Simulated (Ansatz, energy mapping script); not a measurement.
# Spin model of YNiO2 in the infinite layer structure from collinear orders

Wanted: the magnetic order of YNiO2 in the infinite layer structure, its couplings and an estimate of its ordering temperature, by PBE+U (6 eV).

Program: Ansatz 0.2.0. Level of theory: PBE with U = 6 eV on Ni d, ortho-atomic projectors; plane waves, U on orthogonalised atomic orbitals unless named otherwise, collinear spin, no spin–orbit coupling. Results are calculated unless marked as measured.

## (1) Starting point

The structure is tetragonal, space group P4/mmm (No. 123). The conventional cell has a = 3.916 Å, b = 3.916 Å, c = 3.112 Å, α = 90.00°, β = 90.00°, γ = 90.00°. Nearest to Y lie 8 O at 2.50 Å. Nearest to Ni lie 4 O at 1.96 Å. Nearest to O lie 2 Ni at 1.96 Å and 4 Y at 2.50 Å. infinite layer prototype, lattice guessed from radii. Farther neighbours and most contacts between anions are not listed.

This cell was built for the study (infinite layer prototype, lattice guessed from radii), not taken from an experiment; the compound need not form in this structure.

The cell was relaxed beforehand in Ansatz under PBE with U = 4.8 eV on Ni d, ortho-atomic projectors, from parallel moments.

The U corrects the self-interaction that lets semilocal functionals spread d and f electrons too far. Its value here is typed, not computed.

## (2) Probe run

One run in the crystal's own cell, under PBE with U = 5.7 eV on Ni d, ortho-atomic projectors, shows which elements keep a moment. Transition or f elements with 0.3 μB or more enter the spin model; moments induced on other atoms do not.

input.yaml reads:

```yaml
crystal:
  lattice:
    - [3.916257808, 0.0, 0.0]
    - [0.0, 3.916257808, 0.0]
    - [0.0, 0.0, 3.112113969]
  atoms:
    - { symbol: "Y", position: [0.5, 0.5, 0.5] }
    - { symbol: Ni, position: [0.0, 0.0, 0.0], spin: 2.0 }
    - { symbol: O, position: [0.5, 0.0, 0.0] }
    - { symbol: O, position: [0.0, 0.5, 0.0] }
magnetization:
  spin_polarized: true
kpoints:
  mp_grid: { grid: [7, 7, 8] }
hamiltonian:
  xc: pbe
  hubbard:
    sites: [{ species: Ni, l: d, u_eff: 5.7 }]
    projectors: ortho-atomic
scf:
  occupations: { method: fermi_dirac, width: 0.05 }
output:
  eigenvalues: true
```

Started as:

```bash
> ansatz run input.yaml --threads 4 --pin off --max-ram 8192MiB --backend cpu --events-out ev --progress --plain --runs-dir out
```

Numbers of over 12 decimals in the logs are rounded to 6 here.

The log of the run:

```text
Engine: ansatz 0.2.0, aarch64-unknown-linux-gnu
Pseudopotentials: kind: paw
Pseudopotential: Y, paw, valence charge 11, recommended cutoff 420 eV (normal), Y.paw.azcp
Pseudopotential: Ni, paw, valence charge 18, recommended cutoff 420 eV (normal), Ni.paw.azcp
Pseudopotential: O, paw, valence charge 6, recommended cutoff 420 eV (normal), O.paw.azcp
Functional definition: PBE
  parameter kappa = 0.804
  parameter beta = 0.066725
  exchange = pbe_x(kappa = kappa, mu = beta*pi^2/3)
  correlation = pbe_c(beta = beta)
Crystal: 4 atoms, lattice volume = 47.731 Å³
Basis set: ecut = 420 eV, 947 PW (Γ)
Bands: 26, of which v1, the nominal top of the filled ones, is band 21 counted from 1 (20 counted from 0)
Symmetry: 16 space group operations
Space group: P4/mmm (ITA 123), of the structure as read, at distance tolerance 3.6e-5 Å
Magnetic group: BNS 123.339 (UNI 999), of the structure as read, at distance tolerance 3.6e-5 Å
k-points: 50 of 392
Non-local potential: Y, projectors of the file, l = 0: 3, l = 1: 2, l = 2: 2, l = 3: 1
Non-local potential: Ni, projectors of the file, l = 0: 3, l = 1: 2, l = 2: 3, l = 3: 1
Non-local potential: O, projectors of the file, l = 0: 2, l = 1: 2, l = 2: 1
PAW form: soft (Blöchl's): semilocal exchange-correlation on the pseudo side does not see the compensation charge
PAW one-centre angular grid: Y, 590 points (default); XC on 64 Gauss nodes
PAW one-centre angular grid: Ni, 590 points (default); XC on 64 Gauss nodes
PAW one-centre angular grid: O, 110 points (default); XC on 64 Gauss nodes
Initial density: superposition of atomic densities (chi_scale 0.1, normalization cell, long waves kept (reshape's long-wave potential 0.00 eV rms))
Starting moments: Σ|m| = 2 μB on 1 of 4 sites
Initial wavefunctions: pseudopotential atomic-orbital guess
Functional: x = pbe(κ = 0.804, μ = 0.219515), c = pbe(β = 0.066725)
SCF iter   1: F=—  HF=-10826.751302 eV  |F-HF|=—  |Δ(HF+E_count)|=         —  Δρ=2.34e-1 (↑5.11e-2 ↓2.34e-1)  dr2=2.50e1  dr2_m=4.97e0  M=0.352 μB ∫|m|=0.438 μB  β_m=0.30  ethr=3.10e-3  ⟨swp⟩=5.3  Hψ=9312  notcnv=0
preconditioner: auto → Resta (q_TF=auto, 2.660 Å⁻¹)  ε∞=5.7  [insulator: Δε(μ)=0.166 eV  Ē_g=13.858 eV  σ=0.050 eV  W_gap=0.67  n_scr=18 (ndim 8)  ℏωp=29.9 eV  f_vac=0.000  D(μ)=0.31/eV (n_scr^D=0)  ε∞_Penn≈5.7]
spin=Collinear: Resta preconditioning applied to the charge; magnetization (m = ρ↑ − ρ↓) channel mixes plain (no charge-response kernel on spin).
SCF iter   2: F=—  HF=-10823.876700 eV  |F-HF|=—  |Δ(HF+E_count)|=    2.87e0  Δρ=5.20e-2 (↑4.93e-2 ↓5.20e-2)  dr2=5.66e-1  dr2_m=6.53e-1  M=0.877 μB ∫|m|=1.072 μB  β_m=0.30  ethr=3.10e-3  ⟨swp⟩=3.1  Hψ=6666  notcnv=0  defer=102
[...]
SCF 1 converged in 22 iterations: F = -10824.988750 eV  dr2 = 3.18e-9
[...]
Symmetry: 1 space group operations
k-points: 197 of 392 (time reversal used)
[...]
spin=Collinear: Resta preconditioning applied to the charge; magnetization (m = ρ↑ − ρ↓) channel mixes plain (no charge-response kernel on spin).
[...]
spin=Collinear: Kerker preconditioning applied to the charge; magnetization (m = ρ↑ − ρ↓) channel mixes plain (no charge-response kernel on spin).
[...]
SCF 2 converged in 14 iterations: F = -10824.988750 eV  dr2 = 6.57e-9
an SCF from ferromagnetic starting moments (0.00, 2.00, 0.00, 0.00 Bohr magnetons, atom by atom) closed no lower than the state that the run had reached (+0.00 meV in free energy), which stands; the SCF set out from the atoms and, under a Hubbard term, can stand on another filling of the shells than the run's state, so that by this SCF it is not known whether that order lies lower
SCF converged after 22 iterations
an eigenvalue changed by more than its tolerance at an iteration that met the thresholds in force, so the SCF went on 1 time: the last check found none over its tolerance
Magnetization: 0.9226 μB (20.9613 up, 20.0387 down)
Absolute magnetization: 1.0127 μB (∫|ρ↑−ρ↓|, with the PAW one-centre terms)
Spin contamination: 0.0230 ħ² per cell (⟨S²⟩ above its minimum at these occupations)
Per-site moments (μB) at R_I (Å): [(-0.00223437, 1.031710), (0.876370, 0.807728), (0.016080, 0.807728), (0.016080, 0.807728)]
Free energy (F): -10824.988750 eV
Harris-Foulkes:  -10824.988750 eV  (|F-HF|=1.46e-9)
Internal energy: -10824.985055 eV  (E = F + TS)
E sigma→0 (E₀):  -10824.986902 eV
Entropy (-TS):   -0.003695 eV (-0.924 meV/atom)
Fermi energy:    13.912469 eV
--- Per-component energies (eV) ---
  E_band       = -401.086514
  E_kinetic    = 938.926043
  E_local      = -5494.407092  (includes V_loc(G=0)·N_el)
  E_nonlocal   = 795.256428
  E_hartree    = 2272.223165
  E_xc         = -405.910849
  E_vxc        = -497.074443  (∫ρ·V_xc dr)
  E_hubbard    = 1.304129  (on-site DFT+U / exact-exchange correction)
  E_vhub       = -22.405347  (the Hubbard potential's part of the band-sum identity)
  E_paw        = -4780.399241  (= ΣΔE_a)
  E_vpaw       = -665.831277  (= ΣTr[D̂ρ^β])
  E_aug_tail   = 0.005420  (compensation charges beyond the density's cutoff)
  E_ewald      = -4151.983058
  E_smearing   = -0.003695  (= −TS)
  E_closure    = 0.000000  (closes the sum)
  Σ components = -10824.988750   (vs F -10824.988750, Δ=0.00e0)
--- Band table (eV; the first three rows and the last of 100) ---
  k-point 0 ↑: bands = [... 17 lower, 10.4600, 10.5435, 10.5435, 10.6801, 13.1642, 15.2640, 16.5942, 17.0060, ... 1 higher]
  k-point 1 ↑: bands = [... 17 lower, 10.2838, 10.4982, 10.5557, 10.5557, 13.7041, 15.6833, 17.0454, 17.1440, ... 1 higher]
  k-point 2 ↑: bands = [... 17 lower, 10.1439, 10.4688, 10.4688, 10.9545, 15.0902, 16.8315, 17.1461, 18.2643, ... 1 higher]
  k-point 49 ↓: bands = [... 17 lower, 12.0989, 12.1702, 13.0094, 13.3182, 16.6795, 16.7869, 18.0645, 18.9103, ... 1 higher]
Occupation matrices written to <dir>
```

Run time: 26 s. Hardware: 4 threads of Arm Neoverse V2, shared host; peak memory 0.78 GiB.

Reading the cycles: dr2 is the Hartree energy of the density residual (eV), the measure of convergence; HF is the Harris–Foulkes estimate of the energy, which meets the free energy F at convergence.

Spin moment in the sphere by atom:

| atom | spin moment in the sphere (μB) |
| --- | --- |
| Y1 | -0.002 |
| Ni2 | 0.876 |
| O3 | 0.016 |
| O4 | 0.016 |

The run ends ferromagnetic; Ni carries the moments.

## (3) One set of occupation matrices for all orders

A corrected shell can settle in several orbital fillings. One parallel run, with an occupation width a fifth wider than the orders use, therefore is to supply the occupation matrices. All orders start from them.

input.yaml, the sections that differ from step 2:

```yaml
kpoints:
  mp_grid: { grid: [7, 7, 9] }
hamiltonian:
  xc: pbe
  hubbard:
    sites: [{ species: Ni, l: d, u_eff: 6.0 }]
    projectors: ortho-atomic
scf:
  occupations: { method: fermi_dirac, width: 0.06 }
# crystal, magnetization, output: as in step 2
```

The log of the run:

```text
[...]
Crystal: 4 atoms, lattice volume = 47.731 Å³
Basis set: ecut = 420 eV, 947 PW (Γ)
Bands: 26, of which v1, the nominal top of the filled ones, is band 21 counted from 1 (20 counted from 0)
Symmetry: 16 space group operations
[...]
k-points: 50 of 441
[...]
Starting moments: Σ|m| = 2 μB on 1 of 4 sites
[...]
SCF iter   1: F=—  HF=-10826.612599 eV  |F-HF|=—  |Δ(HF+E_count)|=         —  Δρ=2.34e-1 (↑5.12e-2 ↓2.34e-1)  dr2=2.51e1  dr2_m=4.96e0  M=0.356 μB ∫|m|=0.442 μB  β_m=0.30  ethr=3.10e-3  ⟨swp⟩=5.3  Hψ=9302  notcnv=0
[...]
SCF iter  15: F=—  HF=-10824.920276 eV  |F-HF|=—  |Δ(HF+E_count)|=   7.47e-4  Δρ=1.05e-3 (↑7.91e-4 ↓1.05e-3)  dr2=1.53e-5  dr2_m=3.69e-4  M=0.915 μB ∫|m|=1.017 μB  β_m=0.30  ethr=2.77e-8  ⟨swp⟩=2.1  Hψ=4602  notcnv=0  defer=72
[...]
spin-set hold released at iteration 15 (site moments contracting): the magnetisation degrees of freedom join the quasi-Newton model from the next iteration; the mixer history was flushed
SCF iter  16: F=—  HF=-10824.920710 eV  |F-HF|=—  |Δ(HF+E_count)|=   4.34e-4  Δρ=8.82e-4 (↑6.89e-4 ↓8.82e-4)  dr2=8.67e-6  dr2_m=2.68e-4  M=0.914 μB ∫|m|=1.014 μB  β_m=0.56  ethr=2.77e-8  ⟨swp⟩=2.0  Hψ=4477  notcnv=0  defer=72
[...]
SCF iter  22: F=-10824.921362 eV  HF=-10824.921362 eV  |F-HF|=2.47e-9  |Δ(HF+E_count)|=   9.21e-9  Δρ=2.18e-6 (↑2.18e-6 ↓8.43e-7)  dr2=4.67e-9  dr2_m=4.25e-10  M=0.912 μB ∫|m|=1.001 μB  ethr=1.22e-10  ⟨swp⟩=1.0  Hψ=6602  notcnv=0
SCF 1 converged in 22 iterations: F = -10824.921362 eV  dr2 = 4.67e-9
[...]
Symmetry: 1 space group operations
k-points: 221 of 441 (time reversal used)
[...]
SCF 2 converged in 15 iterations: F = -10824.921362 eV  dr2 = 3.34e-9
[...]
SCF converged after 22 iterations
[...]
Magnetization: 0.9123 μB (20.9561 up, 20.0439 down)
Absolute magnetization: 0.9995 μB (∫|ρ↑−ρ↓|, with the PAW one-centre terms)
[...]
Per-site moments (μB) at R_I (Å): [(-0.00115857, 1.031710), (0.871093, 0.807728), (0.011208, 0.807728), (0.011208, 0.807728)]
Free energy (F): -10824.921362 eV
[...]
Internal energy: -10824.914944 eV  (E = F + TS)
E sigma→0 (E₀):  -10824.918153 eV
Entropy (-TS):   -0.006418 eV (-1.605 meV/atom)
Fermi energy:    13.853141 eV
[...]
--- Band table (eV; the first three rows and the last of 100) ---
  k-point 0 ↑: bands = [... 17 lower, 10.3571, 10.5405, 10.5405, 10.6763, 13.1482, 15.2575, 16.5912, 16.9962, ... 1 higher]
  k-point 1 ↑: bands = [... 17 lower, 10.3252, 10.3948, 10.5274, 10.5274, 13.5798, 15.5941, 17.0281, 17.0359, ... 1 higher]
  k-point 2 ↑: bands = [... 17 lower, 10.0697, 10.4580, 10.4580, 10.7831, 14.7328, 16.5096, 17.1125, 18.0049, ... 1 higher]
  k-point 49 ↓: bands = [... 17 lower, 12.0000, 12.1056, 12.6254, 13.7035, 16.7264, 16.8206, 18.1227, 18.8098, ... 1 higher]
Occupation matrices written to <dir>
```

Wall time 30 s (4 threads); peak memory 0.83 GiB; 1.9 min of CPU time.

Read from the output:

```yaml
final_state: ferromagnetic
electrons_in_the_corrected_shells: 8.779 e
largest_moment: 0.871 μB
```

## (4) Parallel start in cell A (8 atoms)

Each cell gets its own parallel run on the same mesh, so that most of the mesh error cancels in the differences.

input.yaml reads:

```yaml
crystal:
  lattice:
    - [3.916257808, 0.0, 0.0]
    - [0.0, 3.916257808, 3.112113969]
    - [0.0, -3.916257808, 3.112113969]
  atoms:
    - { symbol: "Y", position: [0.5, 0.5, 0.0] }
    - { symbol: "Y", position: [0.5, 0.0, 0.5] }
    - { symbol: Ni, position: [0.0, 0.0, 0.0], spin: 2.0 }
    - { symbol: Ni, position: [0.0, 0.5, 0.5], spin: 2.0 }
    - { symbol: O, position: [0.5, 0.0, 0.0] }
    - { symbol: O, position: [0.5, 0.5, 0.5] }
    - { symbol: O, position: [0.0, 0.25, 0.75] }
    - { symbol: O, position: [0.0, 0.75, 0.25] }
magnetization:
  spin_polarized: true
kpoints:
  mp_grid: { grid: [7, 6, 6] }
hamiltonian:
  xc: pbe
  hubbard:
    sites:
      - { species: Ni, l: d, u_eff: 6.0 }
      - { site: 2, l: d, u_eff: 6.0, starting_ns: [{ spin: up, occupation_matrix: ni2_major }, { spin: down, occupation_matrix: ni2_minor }] }
      - { site: 3, l: d, u_eff: 6.0, starting_ns: [{ spin: up, occupation_matrix: ni2_major }, { spin: down, occupation_matrix: ni2_minor }] }
    projectors: ortho-atomic
    occupation_matrices:
      ni2_major:
        matrix:
          - [0.925, 0.0, 0.0, 0.0, 0.0]
          - [0.0, 0.981, 0.0, 0.0, 0.0]
          - [0.0, 0.0, 0.981, 0.0, 0.0]
          - [0.0, 0.0, 0.0, 0.954, 0.0]
          - [0.0, 0.0, 0.0, 0.0, 0.986]
      ni2_minor:
        matrix:
          - [0.884, 0.0, 0.0, 0.0, 0.0]
          - [0.0, 0.974, 0.0, 0.0, 0.0]
          - [0.0, 0.0, 0.974, 0.0, 0.0]
          - [0.0, 0.0, 0.0, 0.136, 0.0]
          - [0.0, 0.0, 0.0, 0.0, 0.984]
scf:
  occupations: { method: fermi_dirac, width: 0.05 }
output:
  eigenvalues: true
  write_density: true
  write_potential: true
  elf: true
  volumetric_format: npy
```

The log of the run:

```text
[...]
Crystal: 8 atoms, lattice volume = 95.461 Å³
Basis set: ecut = 420 eV, 1895 PW (Γ)
Bands: 52, of which v1, the nominal top of the filled ones, is band 41 counted from 1 (40 counted from 0)
Symmetry: 16 space group operations
[...]
k-points: 52 of 252
[...]
Starting moments: Σ|m| = 4 μB on 2 of 8 sites
[...]
SCF iter   1: F=—  HF=-21655.461203 eV  |F-HF|=—  |Δ(HF+E_count)|=         —  Δρ=1.91e-1 (↑4.37e-2 ↓1.91e-1)  dr2=3.38e1  dr2_m=5.91e0  M=1.669 μB ∫|m|=1.705 μB  β_m=0.30  ethr=3.10e-3  ⟨swp⟩=5.9  Hψ=17647  notcnv=0  defer=7
[...]
SCF iter  15: F=-21649.844493 eV  HF=-21649.844493 eV  |F-HF|=9.63e-9  |Δ(HF+E_count)|=   5.02e-9  Δρ=2.64e-6 (↑2.02e-6 ↓2.64e-6)  dr2=1.42e-8  dr2_m=5.07e-10  M=1.799 μB ∫|m|=1.962 μB  ethr=1.00e-10  ⟨swp⟩=1.2  Hψ=13132  notcnv=0
SCF 1 converged in 15 iterations: F = -21649.844493 eV  dr2 = 1.42e-8
[...]
SCF converged after 15 iterations
[...]
Magnetization: 1.7993 μB (41.8997 up, 40.1003 down)
Absolute magnetization: 1.9583 μB (∫|ρ↑−ρ↓|, with the PAW one-centre terms)
[...]
Per-site moments (μB) at R_I (Å): [(-0.00243812, 1.031710), (-0.00243812, 1.031710), (0.864077, 0.807728), (0.864077, 0.8077281729), (0.00816294, 0.807728), (0.00816294, 0.807728), (0.00713184, 0.8077281729), (0.00713184, 0.8077281729)]
Free energy (F): -21649.844493 eV
[...]
Internal energy: -21649.837565 eV  (E = F + TS)
E sigma→0 (E₀):  -21649.841029 eV
Entropy (-TS):   -0.006928 eV (-0.866 meV/atom)
Fermi energy:    13.911540 eV
[...]
--- Specified on-site occupations, and those of the state reported ---
  electrons in the specified blocks: 17.5580 specified, 17.5558 found
  site 2 (l=d) ↑: largest change of an orbital's occupation 0.0059; electrons 4.8270 specified, 4.8230 found; spectral distance 0.0060
[...]
site 2 (l=d) ↓: largest change of an orbital's occupation 0.0012; electrons 3.9520 specified, 3.9549 found; spectral distance 0.0017
[...]
--- Band table (eV; the first three rows and the last of 104) ---
  k-point 0 ↑: bands = [... 37 lower, 10.6696, 11.0180, 11.0664, 11.3645, 12.5722, 13.1682, 15.2546, 16.6011, ... 7 higher]
  k-point 1 ↑: bands = [... 37 lower, 10.7864, 10.9808, 11.0463, 11.2962, 12.3885, 13.4936, 15.6189, 16.8552, ... 7 higher]
  k-point 2 ↑: bands = [... 37 lower, 10.8523, 10.9867, 11.1409, 11.1762, 12.0041, 14.3812, 16.4517, 16.8287, ... 7 higher]
  k-point 51 ↓: bands = [... 37 lower, 12.2174, 12.2734, 12.6800, 15.7137, 16.8379, 16.9073, 17.1748, 17.4356, ... 7 higher]
Occupation matrices written to <dir>
```

Run time: 14 s. Hardware: 4 threads; peak memory 0.76 GiB; 56 s of CPU time.

Spin moment in the sphere by atom:

| atom | spin moment in the sphere (μB) |
| --- | --- |
| Y1 | -0.002 |
| Y2 | -0.002 |
| Ni3 | 0.864 |
| Ni4 | 0.864 |
| O5 | 0.008 |
| O6 | 0.008 |
| O7 | 0.007 |
| O8 | 0.007 |

The run ends ferromagnetic.

Spin density in the ac plane at fractional y = 0.000, with atoms of Y and Ni and O within 0.2 Å of it.

Ten even steps from '_' (0.0 e/Å³) to '@' (3.1 e/Å³), each cell a mean:
```
++--..__________________..--
..__________________________
____________________________
____________________________
____________________________
____________________________
____________________________
____________________________
____________________________
____________________________
____________________________
____________________________
____________________________
____________________________
____________________________
==..______________________::
@@##::__________________--%%
```
Columns run along a (3.9 Å), rows up along c (5.0 Å). Atoms in or near the plane, at fractional coordinates: Y at (0.50, 0.50), Ni at (0.00, 0.00), O at (0.50, 0.00).

ELF in the ac plane at fractional y = 0.000, with atoms of Y and Ni and O within 0.2 Å of it. It is the smooth field of the valence electrons, not physical close to the nuclei.

Ten even steps from '_' (0.04) to '@' (0.85), each cell a mean:
```
**++::..++@@##**%%%%--..--++
----::..==%%@@@@@@##::..::--
........::++##%%##==........
......____..::::::..____....
....______..::::::______....
::..____::**%%%%%%++..__....
..____..**@@@@@@@@@@++____..
______--%%@@%%**%%@@##..____
______--@@@@##++%%@@##..____
______::##@@@@%%@@@@**..____
::..____--%%@@@@@@##::____..
::..______::======..____....
......______....________....
......__..==****++--..__....
::::....--##@@@@@@**::..::::
++==::..++@@%%##%%%%--..--++
##++::..**@@**--##%%==..--**
```
Columns run along a (3.9 Å), rows up along c (5.0 Å). Atoms in or near the plane, at fractional coordinates: Y at (0.50, 0.50), Ni at (0.00, 0.00), O at (0.50, 0.00).

(Part 1 of 2 ends here.)

[Logs and program files are shortened in this print: banners, set-up blocks, solver, clock and traceback lines can be left out without a mark of their own.]

[Logs are printed without paths, hosts, clocks, repeated set-up lines and the standing remarks that a program may print on its own settings, such as how far it seeks lower states.]

[Hosts, paths, dates, database ids (printed as entryN), source tags and the programs' standing remarks are cut or masked in the printed files.]

[Where a cell is said to come from a database of computed structures, the database is the Materials Project.]
